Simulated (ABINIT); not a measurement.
**Ta2O5 (P2/m): bands and cutoff in G0W0 with ABINIT**

Wanted: a converged G0W0 gap of Ta2O5 (P2/m), or an estimate of the limit.

Calculated with ABINIT 10.8.3; PBEsol and many-body steps on it, plane waves.

## Step 1: The structure

The structure is monoclinic, space group P2/m (No. 10). Conventional cell: a = 3.841 Å, b = 3.863 Å, c = 6.778 Å, α = 90.00°, β = 105.57°, γ = 90.00°. Ta has 6 O at 1.90 to 2.21 Å nearest. Nearest to O lie 2 Ta at 1.93 Å. Nearest to O lie 3 Ta at 1.98 to 2.21 Å. Nearest to O lie 2 Ta at 1.90 Å. Farther neighbours and most contacts between anions are not listed.

Structure file:

```cif
data_structure
_symmetry_space_group_name_H-M 'P 1'
_symmetry_Int_Tables_number 1
_cell_length_a 3.8414
_cell_length_b 3.8627
_cell_length_c 6.7776
_cell_angle_alpha 90.000
_cell_angle_beta 105.568
_cell_angle_gamma 90.000
_cell_volume 96.88
loop_
_atom_site_label
_atom_site_type_symbol
_atom_site_fract_x
_atom_site_fract_y
_atom_site_fract_z
_atom_site_occupancy
Ta1 Ta 0.64953 0.00000 0.79131 1
Ta2 Ta 0.35047 0.00000 0.20869 1
O3 O 0.66212 0.50000 0.79833 1
O4 O 0.33788 0.50000 0.20167 1
O5 O 0.18976 0.00000 0.87062 1
O6 O 0.81024 0.00000 0.12938 1
O7 O 0.50000 0.00000 0.50000 1
```

The cell and positions are those that the Materials Project relaxed with its own functionals (PBE, PBE+U or r2SCAN), kept fixed. Spin-orbit coupling is left out unless a step names it.

## Step 2: Empty states on the mesh, 4×4×2 mesh, 347 bands

This step: ABINIT 10.8.3; DFT, PBEsol, plane waves, norm-conserving pseudopotentials.

The sums over transitions need many empty states on a uniform mesh; this step solves for them.

run.abi

```
acell 3*1.0 Angstrom
rprim 
  3.841408013900 0.000000000000 -0.000000000000
  0.000000000000 3.862715750000 0.000000000000
  -1.818942144500 0.000000000000 6.528959420100
ntypat 2
znucl 73 8
natom 7
typat 1 1 2 2 2 2 2
xred 
  0.649530730000 0.000000000000 0.791314530000
  0.350469270000 0.000000000000 0.208685470000
  0.662124300000 0.500000000000 0.798329290000
  0.337875700000 0.500000000000 0.201670710000
  0.189760570000 0.000000000000 0.870621250000
  0.810239430000 0.000000000000 0.129378750000
  0.500000000000 0.000000000000 0.500000000000
pp_dirpath "pseudos"
pseudos "Ta.upf, O.upf"
ecut 36
ngkpt 4 4 2
nshiftk 1
shiftk 0 0 0
kptopt 1
chksymbreak 0
iscf -2
irdden 1
istwfk *1
nband 347
nbdbuf 30
tolwfr 1e-09
nstep 60
prtvol 0
indata_prefix "in"
outdata_prefix "out"
tmpdata_prefix "tmp"
```

Command:

```sh
> OMP_NUM_THREADS=1 mpirun -n 4 abinit run.abi > log
```

Numbers of over 12 decimals in the logs are rounded to 6 here.

Output:

```text
.Version 10.8.3 of ABINIT. v10.8.2 released Aug 2026.

 Symmetries : space group P2/m (# 10); Bravais mP (primitive monocl.)
[... echo of the input left out ...]
== DATASET  1 ==================================================================
-   mpi_nproc: 4, omp_nthreads: 1 (-1 if OMP is not activated)

--- !DatasetInfo
iteration_state: {dtset: 1, }
dimensions: {natom: 7, nkpt: 18, mband: 347, nsppol: 1, nspinor: 1, nspden: 1, mpw: 6772, }
cutoff_energies: {ecut:  36.0, pawecutdg:  -1.0, }
[...]
4.37473    4.38172    4.38463    4.39268    4.40339    4.40849    4.41680    4.42310
   4.42519    4.42818    4.44821    4.45104    4.45253    4.46313    4.47271    4.47799
   4.49455    4.49881    4.51003
 prteigrs : prtvol=0 or 1, do not print more k-points.

== END DATASET(S) ==============================================================
================================================================================

 -outvars: echo values of variables after computation  --------
            nband         347
             nkpt          18
          spgroup          10
 [... the other variables as echoed above ...]

 Calculation completed.
```

Wall time 9.9 min (4 MPI ranks of Arm Neoverse V2, shared host); peak memory 1 GiB.

This step gave:

```yaml
gap: 2.192 eV
k_of_the_valence_top: 0.5, 0.5, 0.5
k_of_the_conduction_bottom: 0, 0, 0.5
least_direct_gap: 2.859 eV
k_points_computed: 18
lowest_point_of_the_top_converged_band_above_the_valence_top: 111.7270 eV
```

On this mesh the gap is 2.192 eV.

The density comes from a self-consistent run that is not shown.

## Step 3: Screening, 4×4×2 mesh, 85 bands, screening to 50.9 eV

The RPA dielectric matrix is built and inverted for each q.

This step: RPA screening on PBEsol, plane waves, norm-conserving pseudopotentials.

run.abi, as its differences from that of step 2:

```diff
@@ -25,10 +25,11 @@
 chksymbreak 0
-iscf -2
-irdden 1
 istwfk *1
-nband 347
-nbdbuf 30
-tolwfr 1e-09
-nstep 60
-prtvol 0
+occopt 1
+irdwfk 1
+optdriver 3
+nband 85
+ecuteps 1.87
+inclvkb 2
+awtr 1
+symchi 1
 indata_prefix "in"
```

Output:

```text
.Version 10.8.3 of ABINIT. v10.8.2 released Aug 2026.

 Symmetries : space group P2/m (# 10); Bravais mP (primitive monocl.)
[... echo of the input left out ...]
== DATASET  1 ==================================================================
-   mpi_nproc: 4, omp_nthreads: 1 (-1 if OMP is not activated)

--- !DatasetInfo
iteration_state: {dtset: 1, }
dimensions: {natom: 7, nkpt: 18, mband: 85, nsppol: 1, nspinor: 1, nspden: 1, mpw: 6772, }
cutoff_energies: {ecut:  36.0, pawecutdg:  -1.0, }
electrons: {nelect:   5.60000000E+01, charge:   0.00000000E+00, occopt:   1.00000000E+00, tsmear:   1.00000000E-02, }

 SCREENING: Calculation of the susceptibility and dielectric matrices

 Based on a program developped by R.W. Godby, V. Olevano, G. Onida, and L. Reining.
 Incorporated in ABINIT by V. Olevano, G.-M. Rignanese, and M. Torrent.
.Using double precision arithmetic ; gwpc =  8

[... cell and pseudopotentials left out ...]
--------------------------------------------------------------------------------

 ==== K-mesh for the wavefunctions ====
 Number of points in the irreducible wedge :    18
[... list of points left out ...]
 Together with  4 symmetry operations and time-reversal symmetry
 yields    32 points in the full Brillouin Zone.

 ==== Q-mesh for the screening function ====
 Number of points in the irreducible wedge :    18
[... list of points left out ...]
 Together with  4 symmetry operations and time-reversal symmetry
 yields    32 points in the full Brillouin Zone.

 setmesh: FFT mesh size selected  =    24x   25x   45
          total number of points  =        27000

 vcoul_init : cutoff-mode = AUXILIARY_FUNCTION
 q-points for optical limit:   1
     1)      0.000010    0.000020    0.000030

- screening: taking advantage of time-reversal symmetry
- Maximum band index for partially occupied states nbvw = 28
- Remaining bands to be divided among processors   nbcw = 57
- Number of bands treated by each node ~14

 Number of electrons calculated from density =   56.0000; Expected =   56.0000
 average of density, n =  0.085657
 r_s =    1.4073
 omega_plasma =   28.2317 [eV]

 calculating chi0 at frequencies [eV] :
  1    0.000000E+00    0.000000E+00
  2    0.000000E+00    2.823175E+01

--------------------------------------------------------------------------------
  q-point number  1        q = ( 0.000000, 0.000000, 0.000000) [r.l.u.]
--------------------------------------------------------------------------------
[... chi0 elements left out ...]
 For q-point:  0.000010 0.000020 0.000030
  dielectric constant =   5.8376
  dielectric constant without local fields =   6.0680

  Average fulfillment of the sum rule on Im[epsilon] for q-point    1 :     52.45  [%]
[... wings left out ...]
  q-point number  2        q = ( 0.250000, 0.000000, 0.000000) [r.l.u.]
--------------------------------------------------------------------------------
[... chi0 elements left out ...]
  Average fulfillment of the sum rule on Im[epsilon] for q-point    2 :     63.59  [%]

 [... 16 further q-points ...]
```

Run time: 1.8 min. Hardware: 4 MPI ranks; peak memory 2.1 GiB; 7 min of CPU time.

This step gave:

* ε∞ with local fields, on this mesh, along the program's q direction: 5.838
* the same without local fields: 6.068
* plasma frequency: 28.23 eV
* plane waves in the screening matrix: 73

Local fields lower ε∞ by 4 %. On a Γ-centred mesh this coarse the value itself is usually too large, while a short band sum pulls it down.

## Step 4: 85 bands, 50.9 eV

The self-energy is evaluated for the states that the input lists, and the levels follow from it, in one-shot runs by the linearised quasiparticle equation.

This step: G0W0 on PBEsol, plane waves, norm-conserving pseudopotentials.

run.abi, as its differences from that of step 3:

```diff
@@ -28,8 +28,29 @@
 irdwfk 1
-optdriver 3
+optdriver 4
 nband 85
+gwcalctyp 0
+ecutsigx 36
+symsigma 1
+nkptgw 8
+kptgw 
+  0.5000000000 0.5000000000 0.5000000000
+  0.0000000000 0.0000000000 0.5000000000
+  0.0000000000 0.0000000000 0.0000000000
+  0.5000000000 0.0000000000 0.0000000000
+  0.0000000000 0.5000000000 0.0000000000
+  0.5000000000 0.5000000000 0.0000000000
+  0.5000000000 0.0000000000 0.5000000000
+  0.0000000000 0.5000000000 0.5000000000
+bdgw 
+  27 30
+  27 30
+  27 30
+  27 30
+  27 30
+  27 30
+  27 30
+  27 30
 ecuteps 1.87
-inclvkb 2
-awtr 1
-symchi 1
+irdscr 1
+ppmodel 1
 indata_prefix "in"
```

Output:

```text
.Version 10.8.3 of ABINIT. v10.8.2 released Aug 2026.

 Symmetries : space group P2/m (# 10); Bravais mP (primitive monocl.)
[... echo of the input left out ...]
== DATASET  1 ==================================================================
-   mpi_nproc: 4, omp_nthreads: 1 (-1 if OMP is not activated)

--- !DatasetInfo
iteration_state: {dtset: 1, }
dimensions: {natom: 7, nkpt: 18, mband: 85, nsppol: 1, nspinor: 1, nspden: 1, mpw: 6772, }
cutoff_energies: {ecut:  36.0, pawecutdg:  -1.0, }
electrons: {nelect:   5.60000000E+01, charge:   0.00000000E+00, occopt:   1.00000000E+00, tsmear:   1.00000000E-02, }

 SIGMA: Calculation of the GW corrections

 Based on a program developped by R.W. Godby, V. Olevano, G. Onida, and L. Reining.
 Incorporated in ABINIT by V. Olevano, G.-M. Rignanese, and M. Torrent.
.Using double precision arithmetic ; gwpc =  8

[... cell and pseudopotentials left out ...]
--------------------------------------------------------------------------------

 ==== K-mesh for the wavefunctions ====
 Number of points in the irreducible wedge :    18
[... list of points left out ...]
 Together with  4 symmetry operations and time-reversal symmetry
 yields    32 points in the full Brillouin Zone.

 ==== Q-mesh for screening function ====
 Number of points in the irreducible wedge :    18
[... list of points left out ...]
 Together with  4 symmetry operations and time-reversal symmetry
 yields    32 points in the full Brillouin Zone.

 vcoul_init : cutoff-mode = AUXILIARY_FUNCTION
 q-points for optical limit:   1
     1)      0.000010    0.000020    0.000030
 setmesh: FFT mesh size selected  =    40x   40x   72
          total number of points  =       115200

 Number of electrons calculated from density =   56.0000; Expected =   56.0000
 average of density, n =  0.085657
 r_s =    1.4073
 omega_plasma =   28.2317 [eV]

 === KS Band Gaps ===
  >>>> For spin  1
   Minimum direct gap =   2.8584 [eV], located at k-point      :   0.0000  0.0000  0.0000
   Fundamental gap    =   2.1926 [eV], Top of valence bands at :   0.5000  0.5000  0.5000
                                       Bottom of conduction at :   0.0000  0.0000  0.5000
 SIGMA fundamental parameters:
 PLASMON POLE MODEL  1
 number of plane-waves for SigmaX                 6715
 number of plane-waves for SigmaC and W             73
 number of plane-waves for wavefunctions          6715
 number of bands                                    85
 number of independent spin polarizations            1
 number of spinorial components                      1
 number of k-points in IBZ                          18
 number of q-points in IBZ                          18
 number of symmetry operations                       4
 number of k-points in BZ                           32
 number of q-points in BZ                           32
 number of frequencies for dSigma/dE                 9
 frequency step for dSigma/dE [eV]                0.25
 number of omega for Sigma on real axis              0
 max omega for Sigma on real axis  [eV]           0.00
 zcut for avoiding poles [eV]                     0.10

 EPSILON^-1 parameters (SCR file):
 dimension of the eps^-1 matrix on file             73
 dimension of the eps^-1 matrix used                73
 number of plane-waves for wavefunctions          6715
 number of bands                                    85
 number of q-points in IBZ                          18
 number of frequencies                               2
 number of real frequencies                          1
 number of imag frequencies                          1

 matrix elements of self-energy operator (all in [eV])

 Perturbative Calculation

--- !SelfEnergy_ee
iteration_state: {dtset: 1, }
kpoint     : [   0.500,    0.500,    0.500, ]
spin       : 1
KS_gap     :    3.162
QP_gap     :    5.130
Delta_QP_KS:    1.968
data: !SigmaeeData |
     Band     E0 <VxcDFT>   SigX SigC(E0)      Z dSigC/dE  Sig(E)    E-E0       E
       27   3.665 -19.942 -25.155   5.040   0.783  -0.277 -20.077  -0.135   3.530
       28   3.790 -20.141 -25.346   5.043   0.783  -0.277 -20.268  -0.127   3.662
       29   6.952 -15.880  -9.756  -3.896   0.826  -0.211 -14.039   1.841   8.793
       30   8.810 -17.820 -11.194  -4.081   0.809  -0.236 -15.761   2.059  10.868

--- !SelfEnergy_ee
iteration_state: {dtset: 1, }
kpoint     : [   0.000,    0.000,    0.500, ]
spin       : 1
KS_gap     :    2.995
QP_gap     :    4.910
Delta_QP_KS:    1.915
data: !SigmaeeData |
     Band     E0 <VxcDFT>   SigX SigC(E0)      Z dSigC/dE  Sig(E)    E-E0       E
       27   2.958 -20.629 -25.773   4.958   0.793  -0.261 -20.776  -0.148   2.811
       28   2.988 -18.959 -23.942   4.697   0.781  -0.280 -19.182  -0.223   2.764
[...]
--- !SelfEnergy_ee
iteration_state: {dtset: 1, }
kpoint     : [   0.000,    0.000,    0.000, ]
spin       : 1
KS_gap     :    2.858
QP_gap     :    4.741
Delta_QP_KS:    1.882
data: !SigmaeeData |
     Band     E0 <VxcDFT>   SigX SigC(E0)      Z dSigC/dE  Sig(E)    E-E0       E
[...]
--- !SelfEnergy_ee
iteration_state: {dtset: 1, }
kpoint     : [   0.500,    0.000,    0.000, ]
spin       : 1
KS_gap     :    3.273
QP_gap     :    5.269
Delta_QP_KS:    1.997
data: !SigmaeeData |
     Band     E0 <VxcDFT>   SigX SigC(E0)      Z dSigC/dE  Sig(E)    E-E0       E
[...]
--- !SelfEnergy_ee
iteration_state: {dtset: 1, }
kpoint     : [   0.000,    0.500,    0.000, ]
spin       : 1
KS_gap     :    4.630
QP_gap     :    6.642
Delta_QP_KS:    2.012
data: !SigmaeeData |
     Band     E0 <VxcDFT>   SigX SigC(E0)      Z dSigC/dE  Sig(E)    E-E0       E
[...]
--- !SelfEnergy_ee
iteration_state: {dtset: 1, }
kpoint     : [   0.500,    0.500,    0.000, ]
spin       : 1
KS_gap     :    3.248
QP_gap     :    5.221
Delta_QP_KS:    1.973
data: !SigmaeeData |
     Band     E0 <VxcDFT>   SigX SigC(E0)      Z dSigC/dE  Sig(E)    E-E0       E
[...]
--- !SelfEnergy_ee
iteration_state: {dtset: 1, }
kpoint     : [   0.500,    0.000,    0.500, ]
spin       : 1
KS_gap     :    3.283
QP_gap     :    5.265
Delta_QP_KS:    1.982
data: !SigmaeeData |
     Band     E0 <VxcDFT>   SigX SigC(E0)      Z dSigC/dE  Sig(E)    E-E0       E
[...]
--- !SelfEnergy_ee
iteration_state: {dtset: 1, }
kpoint     : [   0.000,    0.500,    0.500, ]
spin       : 1
KS_gap     :    4.488
QP_gap     :    6.557
Delta_QP_KS:    2.070
data: !SigmaeeData |
     Band     E0 <VxcDFT>   SigX SigC(E0)      Z dSigC/dE  Sig(E)    E-E0       E
[...]
28   3.455 -19.722 -24.896   4.913   0.781  -0.280 -19.926  -0.203   3.252
       29   7.943 -16.013  -9.562  -4.173   0.820  -0.220 -14.147   1.867   9.809
       30   9.211 -18.015 -11.843  -3.727   0.806  -0.241 -16.044   1.971  11.181

== END DATASET(S) ==============================================================
================================================================================

 -outvars: echo values of variables after computation  --------
           etotal      0.0000000000E+00
            nband          85
             nkpt          18
          spgroup          10
 [... the other variables as echoed above ...]

 Calculation completed.
```

The job ended after 14 s (4 MPI ranks; peak memory 1.6 GiB).

Numbers from this step:

```
G0W0 gap on the mesh                         : 4.012 eV
starting gap on the mesh                     : 2.192 eV
k of the valence top                         : 0.5, 0.5, 0.5
k of the conduction bottom                   : 0, 0, 0.5
Z at the valence top                         : 0.783
Z at the conduction bottom                   : 0.834
least direct G0W0 gap on the computed points : 4.741 eV
```

The gap on the mesh goes from 2.19 eV to 4.01 eV, a correction of +1.82 eV.

## Step 5: Screening, 4×4×2 mesh, 115 bands, screening to 67.5 eV

This step: RPA screening on PBEsol, plane waves, norm-conserving pseudopotentials.

run.abi, as its differences from that of step 4:

```diff
@@ -28,29 +28,8 @@
 irdwfk 1
-optdriver 4
-nband 85
-gwcalctyp 0
-ecutsigx 36
-symsigma 1
-nkptgw 8
-kptgw 
-  0.5000000000 0.5000000000 0.5000000000
-  0.0000000000 0.0000000000 0.5000000000
-  0.0000000000 0.0000000000 0.0000000000
-  0.5000000000 0.0000000000 0.0000000000
-  0.0000000000 0.5000000000 0.0000000000
-  0.5000000000 0.5000000000 0.0000000000
-  0.5000000000 0.0000000000 0.5000000000
-  0.0000000000 0.5000000000 0.5000000000
-bdgw 
-  27 30
-  27 30
-  27 30
-  27 30
-  27 30
-  27 30
-  27 30
-  27 30
-ecuteps 1.87
-irdscr 1
-ppmodel 1
+optdriver 3
+nband 115
+ecuteps 2.48
+inclvkb 2
+awtr 1
+symchi 1
 indata_prefix "in"
```

Output:

```text
.Version 10.8.3 of ABINIT. v10.8.2 released Aug 2026.

 Symmetries : space group P2/m (# 10); Bravais mP (primitive monocl.)
[... echo of the input left out ...]
== DATASET  1 ==================================================================
-   mpi_nproc: 4, omp_nthreads: 1 (-1 if OMP is not activated)

--- !DatasetInfo
iteration_state: {dtset: 1, }
dimensions: {natom: 7, nkpt: 18, mband: 115, nsppol: 1, nspinor: 1, nspden: 1, mpw: 6772, }
cutoff_energies: {ecut:  36.0, pawecutdg:  -1.0, }
electrons: {nelect:   5.60000000E+01, charge:   0.00000000E+00, occopt:   1.00000000E+00, tsmear:   1.00000000E-02, }

 SCREENING: Calculation of the susceptibility and dielectric matrices

 Based on a program developped by R.W. Godby, V. Olevano, G. Onida, and L. Reining.
 Incorporated in ABINIT by V. Olevano, G.-M. Rignanese, and M. Torrent.
.Using double precision arithmetic ; gwpc =  8

[... cell and pseudopotentials left out ...]
--------------------------------------------------------------------------------

 ==== K-mesh for the wavefunctions ====
 Number of points in the irreducible wedge :    18
[... list of points left out ...]
 Together with  4 symmetry operations and time-reversal symmetry
 yields    32 points in the full Brillouin Zone.

 ==== Q-mesh for the screening function ====
 Number of points in the irreducible wedge :    18
[... list of points left out ...]
 Together with  4 symmetry operations and time-reversal symmetry
 yields    32 points in the full Brillouin Zone.

 setmesh: FFT mesh size selected  =    24x   25x   45
          total number of points  =        27000

 vcoul_init : cutoff-mode = AUXILIARY_FUNCTION
 q-points for optical limit:   1
     1)      0.000010    0.000020    0.000030

- screening: taking advantage of time-reversal symmetry
- Maximum band index for partially occupied states nbvw = 28
- Remaining bands to be divided among processors   nbcw = 87
- Number of bands treated by each node ~21

 Number of electrons calculated from density =   56.0000; Expected =   56.0000
 average of density, n =  0.085657
 r_s =    1.4073
 omega_plasma =   28.2317 [eV]

 calculating chi0 at frequencies [eV] :
  1    0.000000E+00    0.000000E+00
  2    0.000000E+00    2.823175E+01

--------------------------------------------------------------------------------
  q-point number  1        q = ( 0.000000, 0.000000, 0.000000) [r.l.u.]
--------------------------------------------------------------------------------
[... chi0 elements left out ...]
 For q-point:  0.000010 0.000020 0.000030
  dielectric constant =   5.8090
  dielectric constant without local fields =   6.0927

  Average fulfillment of the sum rule on Im[epsilon] for q-point    1 :     61.72  [%]
[... wings left out ...]
  q-point number  2        q = ( 0.250000, 0.000000, 0.000000) [r.l.u.]
--------------------------------------------------------------------------------
[... chi0 elements left out ...]
  Average fulfillment of the sum rule on Im[epsilon] for q-point    2 :     71.47  [%]

 [... 16 further q-points ...]
```

Run time: 2.6 min. Hardware: 4 MPI ranks; peak memory 2.4 GiB.

This step gave:

```yaml
eps_infinity_with_local_fields_on_this_mesh_along_the_program_s_q_direction: 5.809
the_same_without_local_fields: 6.093
plasma_frequency: 28.23 eV
plane_waves_in_the_screening_matrix: 131
```

(Part 1 of 2 ends here.)

[Paths, hosts, dates, memory and timing lines, banners, echoed tables and standing remarks are left out of the program output.]

[Logs are printed without paths, hosts, clocks, repeated set-up lines and the standing remarks that a program may print on its own settings, such as how far it seeks lower states.]

[Runs of the session that timed out or met a known fault of the program may be left out.]

[Hosts, paths, dates, database ids (printed as entryN), source tags and the programs' standing remarks are cut or masked in the printed files.]

[G0W0 gaps are taken among the corrected bands and points alone; a level outside them can change the order at an edge.]

[Where Ansatz stands beside ABINIT at settings called matched, ABINIT's density can come from a denser mesh and the files from another edition; pairs whose starting gaps differed by over 0.03 eV were left out, so agreement reads better than it is.]
